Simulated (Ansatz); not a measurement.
**GaP (F-43m): refractive index against wavelength**

The refractive index of GaP (F-43m) below the direct gap (1.83 eV on the mesh) is read from one computed spectrum, n = √(Re ε).

The structure is cubic, space group F-43m (No. 216). Conventional cell: a = 5.451 Å, b = 5.451 Å, c = 5.451 Å, α = 90.00°, β = 90.00°, γ = 90.00°. Ga on site a has 4 P at 2.36 Å as nearest neighbours. P on site c is surrounded by 4 Ga at 2.36 Å.

Method: Ansatz 0.2.0, PBE, independent particles, k-mesh 8×8×8 with interpolation inside its cells, Gaussian parameter 0.15 eV.

Launch of the response step: `ansatz run input.yaml --threads 4 --pin off --max-ram 8192MiB --backend cpu --events-out ev --progress --plain --runs-dir out`. The run took 4 s, on 4 threads of AMD EPYC 7R13 Processor (Zen 3), with other jobs on the host.

| wavelength (nm) | photon energy E (eV) | n |
| --- | --- | --- |
| 3000 | 0.413 | 3.3168 |
| 2000 | 0.620 | 3.3368 |
| 1550 | 0.800 | 3.3617 |
| 1310 | 0.946 | ? |
| 1064 | 1.165 | 3.4377 |

In the single-oscillator model n² − 1 = E₀E_d/(E₀² − E²), so 1/(n² − 1) = E₀/E_d − E²/(E₀E_d) is linear in E².

Working, on the rows shown:

| x = E² (eV²) | y = 1/(n² − 1) |
| --- | --- |
| 0.170801 | 0.0999884 |
| 0.384302 | 0.0986754 |
| 0.639837 | 0.0970777 |
| 1.35784 | 0.0924404 |

Means: x̄ = 0.6382, ȳ = 0.097045. Σ(x − x̄)(y − ȳ) = -0.005103, Σ(x − x̄)² = 0.8008. Slope = -0.005103 / 0.8008 = -0.006373; intercept = ȳ − slope · x̄ = 0.10111. Turned back into n, the line misses the rows shown by at most 0.00067.

Task: Predict the last column of the withheld row from the fit.

Result: At x = 0.89576 the line gives y = 0.095404, that is 3.3885. The run gave 3.3877, so the interpolation is off by 0.00077, 0.6 % of the range in the table.

Refitted with all rows, the slope is -0.006361 and the intercept 0.10111. These give E₀ = √(intercept/−slope) = 3.99 eV and E_d = E₀/intercept = 39.4 eV; E₀ is 2.2 times the direct gap. The electronic limit at long wavelengths, without lattice vibrations, is n = √(1 + 1/intercept) = 3.300. Excitons are left out and so are local fields; PBE gaps are as a rule too small. Spin-orbit coupling is left out.
